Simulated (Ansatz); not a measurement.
# HfZnO3 in P4/mbm, a phase reached by a soft mode: following an unstable mode, part 3 of 3

Aim: this structure of HfZnO3 in P4/mbm, a phase reached by a soft mode is to be tested for unstable modes, and one is followed downhill.

Ansatz 0.2.0; DFT PBEsol, scalar-relativistic, plane waves, PAW; PAW set soft_1.

So far. Step 4 (The mode frozen in, largest atomic shift 0.6 Å): The run ends at a pressure of -5.14 GPa, with forces up to 1.1 eV/Å. Step 5 (Energy along the mode, all amplitudes (two of the runs …): The lowest of the steps tried is the last one, at 0.6 Å, 47.5 meV/atom below the parent; the bottom of the well need not coincide with a step.

The structure was built from a prototype and need not be the compound's stable phase.

## Step 7: The new phase in its own primitive cell

The relaxed structure is symmetrised, reduced to its primitive cell and relaxed tightly, as its phonons need.

input.yaml reads:

```yaml
crystal:
  lattice:
    - [3.5124356151, 0.0, 0.0]
    - [0.0, 6.9262207024, 0.0]
    - [0.0, 0.0, 5.2644951056]
  atoms:
    - { symbol: Zn, position: [0.0, 0.8695843411, 0.4958473351] }
    - { symbol: Zn, position: [0.0, 0.1304156589, 0.9958473351] }
    - { symbol: Hf, position: [0.5, 0.3016311939, 0.4989391622] }
    - { symbol: Hf, position: [0.5, 0.6983688061, 0.9989391622] }
    - { symbol: O, position: [0.5, 0.8586348426, 0.6596675181] }
    - { symbol: O, position: [0.5, 0.5409564883, 0.3162359089] }
    - { symbol: O, position: [0.5, 0.4590435117, 0.8162359089] }
    - { symbol: O, position: [0.5, 0.1413651574, 0.1596675181] }
    - { symbol: O, position: [0.0, 0.1773316491, 0.6099661565] }
    - { symbol: O, position: [0.0, 0.8226683509, 0.1099661565] }
kpoints:
  mp_grid: { grid: [6, 4, 4] }
hamiltonian:
  xc: pbesol
  pseudopotentials: { kind: paw, azcp: { folder: soft_1 }, xc_functional: pbe }
scf:
  occupations: { method: fixed }
output:
  forces: true
  stress: true
  eigenvalues: true
relax:
  adjacent_minimum: "off"
  f_tol: 0.001
  max_steps: 60
  cell: { stress_tol: 0.01 }
```

On the command line:

```
$ ansatz run input.yaml --threads 8 --pin off --max-ram 16384MiB --backend cpu --events-out ev --progress --plain --runs-dir out
```

Numbers of over 12 decimals in the logs are rounded to 6 here.

The program printed:

```text
[...]
Crystal: 10 atoms, lattice volume = 128.074 Å³
Basis set: ecut = 420 eV, 2517 PW (Γ), exchange–correlation on 48×96×72 points (8 copies of the dense FFT grid, shifted against one another)
Bands: 68, of which v1, the nominal top of the filled ones, is band 56 counted from 1 (55 counted from 0)
Symmetry: 4 space group operations
[...]
k-points: 36 of 96 (time reversal used)
[...]
- { symbol: Zn, position: [0, 0.130269, 0.995831] }
    - { symbol: Hf, position: [0.5, 0.301735, 0.498934] }
    - { symbol: Hf, position: [0.5, 0.698265, 0.998934] }
    - { symbol: O, position: [0.5, 0.858523, 0.659699] }
    - { symbol: O, position: [0.5, 0.540932, 0.316226] }
    - { symbol: O, position: [0.5, 0.459068, 0.816226] }
    - { symbol: O, position: [0.5, 0.141477, 0.159699] }
    - { symbol: O, position: [0, 0.177367, 0.609966] }
    - { symbol: O, position: [0, 0.822633, 0.109966] }
[key lines of the parts left out:]
SCF converged after 7 iterations
Free energy (F): -41133.476350 eV
Fermi energy:    9.346805 eV
P = ⅓ Tr σ = -0.0022 GPa (-0.022 kbar)
```

The job ended after 30 s (8 threads of Arm Neoverse V2, shared host; peak memory 0.79 GiB; 3.8 min of CPU time).

Little changed from the start: no atom moved by 0.005 Å and no cell edge by 0.1 %.

A gap read on the k-mesh alone can miss the band edges.

Numbers from this step:

* pressure: -0.002155 GPa
* gap on the k-mesh: 1.710 eV
* direct gap on mesh: 1.739 eV

The largest force component left is 0.60 meV/Å and the pressure is -0.002 GPa, within the tolerances set. The cell now holds 12.81 Å³/atom.

## Step 8: Modes of the new phase

A relaxed structure may still be a saddle point, so its zone-centre modes are computed. The response to a homogeneous field gives the Born charges and the dielectric tensor.

input.yaml reads:

```yaml
crystal:
  lattice:
    - [3.5117176667, 0.0, 0.0]
    - [0.0, 6.9297840549, 0.0]
    - [0.0, 0.0, 5.2642289147]
  atoms:
    - { symbol: Zn, position: [0.0, 0.8697306001, 0.4958309722] }
    - { symbol: Zn, position: [0.0, 0.1302693999, 0.9958309722] }
    - { symbol: Hf, position: [0.5, 0.3017348898, 0.4989344236] }
    - { symbol: Hf, position: [0.5, 0.6982651102, 0.9989344236] }
    - { symbol: O, position: [0.5, 0.858522866, 0.6596987008] }
    - { symbol: O, position: [0.5, 0.5409324831, 0.3162264464] }
    - { symbol: O, position: [0.5, 0.4590675169, 0.8162264464] }
    - { symbol: O, position: [0.5, 0.141477134, 0.1596987008] }
    - { symbol: O, position: [0.0, 0.1773674282, 0.6099655378] }
    - { symbol: O, position: [0.0, 0.8226325718, 0.1099655378] }
kpoints:
  mp_grid: { grid: [6, 4, 4] }
hamiltonian:
  xc: pbesol
  pseudopotentials: { kind: paw, azcp: { folder: soft_1 }, xc_functional: pbe }
scf:
  occupations: { method: fixed }
output:
  eigenvalues: true
phonons:
  method: dfpt
  dielectric: true
  rigid_motions: translations
```

The program printed:

```text
[...]
Crystal: 10 atoms, lattice volume = 128.107 Å³
Basis set: ecut = 420 eV, 2517 PW (Γ), exchange–correlation on 48×96×72 points (8 copies of the dense FFT grid, shifted against one another)
Bands: 68, of which v1, the nominal top of the filled ones, is band 56 counted from 1 (55 counted from 0)
Symmetry: 4 space group operations
k-points: 52 of 96 (irreducible under 1 space group operation, time reversal used)
[...]
SCF iter   1: F=—  HF=-41138.758108 eV  |F-HF|=—  |Δ(HF+E_count)|=         —  Δρ=1.06e-1  dr2=1.79e1  ethr=3.10e-3  ⟨swp⟩=4.5  Hψ=11219  notcnv=0  defer=463
[...]
SCF iter  17: F=-41133.476350 eV  HF=-41133.476350 eV  |F-HF|=1.46e-11  |Δ(HF+E_count)|=  2.18e-11  Δρ=9.26e-8  dr2=8.87e-12  ethr=1.00e-12  ⟨swp⟩=6.1  Hψ=17552  notcnv=0
SCF 1 converged in 17 iterations: F = -41133.476350 eV  dr2 = 8.87e-12
[...]
Bands: 57, of which v1, the nominal top of the filled ones, is band 56 counted from 1 (55 counted from 0)
k-points: 24 of 192 (time reversal used)
[...]
Eigensolver: Dense (24 Hₖ)
SCF iter   1: F=—  HF=-41133.338272 eV  |F-HF|=—  |Δ(HF+E_count)|=         —  Δρ=6.42e-4  dr2=1.11e-4  ethr=1.00e-1
[...]
SCF iter   6: F=-41133.338359 eV  HF=-41133.338359 eV  |F-HF|=6.90e-9  |Δ(HF+E_count)|=   1.97e-8  Δρ=3.72e-6  dr2=1.68e-8  ethr=1.48e-10
SCF 1 converged in 6 iterations: F = -41133.338359 eV  dr2 = 1.68e-8
[...]
SCF converged after 17 iterations
Free energy (F): -41133.476350 eV
[...]
Internal energy: -41133.476350 eV  (E = F + TS)
E sigma→0 (E₀):  -41133.476350 eV
Fermi energy:    9.346805 eV
[...]
--- Band table (eV; the first three rows and the last of 52) ---
  k-point 0: bands = [... 52 lower, 8.3257, 8.3741, 8.6849, 9.3181, 11.0572, 13.4953, 14.3634, 14.3727, ... 8 higher]
  k-point 1: bands = [... 52 lower, 8.2411, 8.3172, 8.5322, 8.7764, 11.6707, 13.6728, 14.5220, 14.6381, ... 8 higher]
  k-point 2: bands = [... 52 lower, 8.2786, 8.2786, 8.5090, 8.5090, 12.8455, 12.8455, 14.7176, 14.7176, ... 8 higher]
  k-point 51: bands = [... 52 lower, 7.7140, 7.7140, 8.5734, 8.5734, 13.6257, 13.6257, 14.3407, 14.3407, ... 8 higher]
[...]
ASR residual: 1.293e-4 → 0.000e0 eV/Å²; symmetrization residual: 1.650e-5 eV/Å²
[...]
ε∞ (high-frequency dielectric tensor):
        4.475415     0.000000     0.000000
        0.000000     4.544250     0.000000
        0.000000     0.000000     4.860878
[...]
Born effective charges Z* (e; rows j = field, columns β = displacement):
    site 0:
         2.41838    0.00000    0.00000
        -0.00000    2.15549    0.31267
         0.00000    0.19473    2.33614
    site 1:
         2.41838   -0.00000    0.00000
         0.00000    2.15549   -0.31267
         0.00000   -0.19473    2.33614
    site 2:
         3.87117    0.00000    0.00000
         0.00000    4.97754    0.89148
         0.00000    0.18525    5.53027
    site 3:
         3.87117    0.00000    0.00000
         0.00000    4.97754   -0.89148
         0.00000   -0.18525    5.53027
    site 4:
        -2.25438    0.00000    0.00000
         0.00000   -1.99605    0.79811
        -0.00000    0.63057   -2.60897
    site 5:
        -1.08800    0.00000    0.00000
         0.00000   -3.03816    1.47795
        -0.00000    1.85369   -3.26983
    site 6:
        -1.08800    0.00000    0.00000
         0.00000   -3.03816   -1.47795
        -0.00000   -1.85369   -3.26983
    site 7:
        -2.25438   -0.00000    0.00000
         0.00000   -1.99605   -0.79811
        -0.00000   -0.63057   -2.60897
    site 8:
        -2.94717   -0.00000    0.00000
         0.00000   -2.09882    0.12411
         0.00000    0.32726   -1.98760
    site 9:
        -2.94717    0.00000    0.00000
        -0.00000   -2.09882   -0.12411
         0.00000   -0.32726   -1.98760
  Z* charge neutrality: 1.095e-2 e pre-enforcement
  solved inside a basis spanned on kpoints, on 8×4×6 k-points, its susceptibility summed on 10×6×6: ε∞ is read to err by 1.6e-2, Z* by 3.1e-2 e (field_mesh: kpoints solves on kpoints); Z* is corrected for what the basis lacks
  optical modes at Γ without the LO–TO term, one row a degenerate level:
      ω (cm⁻¹)  modes    IR ((D/Å)²/amu)
       -140.16      1             0.0000
         74.68      1             0.0000
         86.63      1             0.0000
         94.82      1             0.0120
        102.97      1             0.7708
        121.45      1             6.3766
        130.91      1             0.2674
[...]
optical modes at Γ + LO–TO along q̂ = [1.0000, 0.0000, 0.0000]:
      ω (cm⁻¹)  modes    IR ((D/Å)²/amu)
[...]
optical modes at Γ + LO–TO along q̂ = [0.0000, 1.0000, 0.0000]:
      ω (cm⁻¹)  modes    IR ((D/Å)²/amu)
[...]
optical modes at Γ + LO–TO along q̂ = [0.0000, 0.0000, 1.0000]:
      ω (cm⁻¹)  modes    IR ((D/Å)²/amu)
[...]
388.86      1             1.2644
        430.08      1             1.2610
        453.59      1            31.4286
        463.58      1             0.0000
        470.23      1             2.4707
        482.74      1            14.3760
        504.61      1            10.1777
        565.74      1             3.0924
        598.45      1             0.0000
        608.17      1            16.5609
        787.46      1            64.7544
        877.62      1            20.1552
```

Run time: 2.8 min. Hardware: 8 threads; peak memory 2.4 GiB; 21 min of CPU time.

This step gave:

* sum-rule residual before enforcement: 1.29e-4 eV/Å²
* miss of the charge sum rule: 0.01095 e
* estimated error of the dielectric tensor: 0.01553
* estimated error of the Born charges: 0.03060 e
* point group: mm2
* highest optical mode at the zone centre (no LO-TO term): 877.6 cm⁻¹
* lowest optical zone-centre mode: -140.2 cm⁻¹
* mean high-frequency dielectric constant: 4.627
* largest Born charge (third of the trace): 4.793 e
* top of the zone-centre spectrum with the field: 931.2 cm⁻¹

Patterns of degenerate modes are one choice out of their space. The modes at Γ (shares of kinetic energy by element, %) (negative means imaginary):

```csv
mode,frequency (cm⁻¹),symmetry,Zn %,Hf %,O %
1,-140.2,A2,0,1,99
2,0.0,acoustic,22,61,16
3,0.0,acoustic,22,61,16
4,0.0,acoustic,22,61,16
5,74.7,A2,76,9,14
6,86.6,A2,8,84,8
7,94.8,A1,94,4,2
8,103.0,B1,52,12,36
9,121.5,B2,65,20,15
10,130.9,B2,49,40,10
11,144.0,A1,4,53,43
12,164.7,B1,11,20,69
13,175.8,A1,71,27,2
14,225.8,B2,45,24,31
15,239.3,B2,9,39,52
16,246.6,A1,4,6,90
17,277.0,A1,2,32,66
18,282.3,B2,8,4,88
19,353.1,A1,2,5,93
20,409.9,A1,1,5,93
21,430.1,B2,1,1,98
22,453.6,B1,14,1,84
23,463.6,A2,15,0,85
24,470.2,B2,0,6,94
25,504.6,B2,0,2,98
26,556.1,A1,0,3,97
27,598.5,A2,0,6,94
28,608.2,B1,0,6,94
29,673.4,A1,0,3,97
30,877.6,B2,0,2,98
```

Displacements in mode 1 (-140.2 cm⁻¹), the largest set to 1:
```
Zn1  0.01  0.00  0.00
Zn2 -0.01  0.00  0.00
Hf3  0.03  0.00  0.00
Hf4 -0.03  0.00  0.00
O5   0.05  0.00  0.00
O6   1.00  0.00  0.00
O7  -1.00  0.00  0.00
O8  -0.05  0.00  0.00
O9  -0.10  0.00  0.00
O10  0.10  0.00  0.00
```

Displacements in mode 8 (103.0 cm⁻¹), the largest set to 1:
```
Zn1  0.67  0.00  0.00
Zn2  0.67  0.00  0.00
Hf3 -0.20  0.00  0.00
Hf4 -0.20  0.00  0.00
O5   0.53  0.00  0.00
O6  -1.00  0.00  0.00
O7  -1.00  0.00  0.00
O8   0.53  0.00  0.00
O9  -0.08  0.00  0.00
O10 -0.08  0.00  0.00
```

Optical modes at the zone centre, without and with the macroscopic field of the longitudinal modes; each column is sorted by frequency, so a row need not hold one and the same mode. Modes with and without the field, by row:

```csv
rank among optical modes,no field (cm⁻¹),"q along (1, 0, 0) (cm⁻¹)","q along (0, 1, 0) (cm⁻¹)","q along (0, 0, 1) (cm⁻¹)"
1,-140.2,-140.2,-140.2,-140.2
2,74.7,74.7,74.7,74.7
3,86.6,86.6,86.6,86.6
4,94.8,94.8,94.8,94.9
5,103,108.7,103,103
6,121.5,121.5,130.3,121.5
7,130.9,130.9,143.3,130.9
8,144,144,144,151.5
9,164.7,175.8,164.7,164.7
10,175.8,179.5,175.8,177.1
11,225.8,225.8,233.6,225.8
12,239.3,239.3,246.6,239.3
13,246.6,246.6,275.7,264.5
14,277,277,277,282.3
15,282.3,282.3,353.1,295.2
16,353.1,353.1,363,388.9
17,409.9,409.9,409.9,430.1
18,430.1,430.1,435.1,453.6
19,453.6,463.6,453.6,463.6
20,463.6,470.2,463.6,470.2
21,470.2,504.6,476.1,482.7
22,504.6,527,556.1,504.6
23,556.1,556.1,566.1,565.7
24,598.5,598.5,598.5,598.5
25,608.2,673.4,608.2,608.2
26,673.4,694,673.4,787.5
27,877.6,877.6,931.2,877.6
```

Born charge (rows field, columns displacement) (e), principal values of the symmetric part by kind of site:

```csv
atom,atoms with these values,low,middle,high,mean
Zn1,2,1.98,2.42,2.52,2.30
Hf3,2,3.87,4.65,5.86,4.79
O5,2,-3.08,-2.25,-1.53,-2.29
O6,2,-4.82,-1.48,-1.09,-2.47
O9,2,-2.95,-2.28,-1.81,-2.34
```

In full for Zn1:

```
2.42 0.00 0.00
0.00 2.16 0.31
0.00 0.19 2.34
```

High-frequency dielectric tensor:

```
4.48 0.00 0.00
0.00 4.54 0.00
0.00 0.00 4.86
```

Transverse modes; imaginary modes are left out. Lines of the infrared spectrum (strongest = 100):

```csv
position (cm⁻¹),label,relative intensity
75,A2,0.0
87,A2,0.0
95,A1,0.0
103,B1,2.5
121,B2,20
131,B2,0.9
144,A1,8.1
165,B1,7.5
176,A1,1.5
226,B2,47
239,B2,32
247,A1,44
277,A1,16
282,B2,10
353,A1,64
410,A1,32
430,B2,4.0
454,B1,100
464,A2,0.0
470,B2,7.9
505,B2,32
556,A1,9.1
598,A2,0.0
608,B1,53
673,A1,96
878,B2,64
```

Before it was imposed, the acoustic sum rule was missed by 1.3e-4 eV/Å² and the charge sum rule by 0.011 e. Small misses are needed for a sound result but don't prove that mesh and cutoff are converged. The lowest optical mode is imaginary, 140.2i cm⁻¹, so the energy falls along it.

The log warns of the k mesh: “the force constants stand on the 6×4×4 k-mesh, whose period is 12.74 times the interband length at k = (0.0000, 0.0000, 0.0000), direct gap 1.739 eV, under 14: take them and everything formed from them as unconverged”.

## Step 9: What came out

- unstable mode of the parent: q = (0, 0, 0), 243i cm⁻¹
- depth at the lowest point sampled: 47.5 meV/atom
- largest atomic shift at that point: 0.6 Å
- space group reached (within 0.01 Å): Pmc2_1
- energy gained over the parent (first relaxation, on the mesh of the frozen mode): 145 meV/atom
- volume per atom, phase reached: 12.8 Å³
- gap on the k-mesh, phase reached: 1.71 eV
- lowest optical zone-centre mode, phase reached: -140 cm⁻¹
- highest optical mode at the zone centre (no LO-TO term), phase reached: 878 cm⁻¹

In words: Along this mode the structure falls into Pmc2_1, 145 meV/atom below the parent. At the parent's cell the well is 47.48 meV/atom deep on the steps tried, with its lowest point at a shift of 0.6 Å. That is the last step tried, so the steps alone don't bracket the bottom of the well. Relaxing atoms and cell changes the gain by +97.90 meV/atom against the lowest step (energies at zero smearing). Most of the total comes from this relaxation. The new phase still has an imaginary mode at the zone centre of its cell, so it is a saddle point on the way to a lower structure. Of the 2 patterns followed to their end from this parent, this one reaches the lowest energy. Each path keeps the symmetry of its pattern, so a lower phase may lie along a pattern not tried. With the field response the log warns that the k mesh is coarse for the force constants too, so the frequencies may not be converged. In at least one run the field response is not settled by the k meshes in reach, so its dielectric tensor, Born charges and longitudinal modes are rough. Spin-orbit coupling is left out, which can matter for the heavy elements here. The PAW files were made for PBE and serve the other functionals too. The starting cell was built on a prototype and not taken from a measurement, so the phase need not exist.

[Logs are printed without paths, hosts, clocks, repeated set-up lines and the standing remarks that a program may print on its own settings, such as how far it seeks lower states.]

[Hosts, paths, dates, database ids (printed as entryN), source tags and the programs' standing remarks are cut or masked in the printed files.]
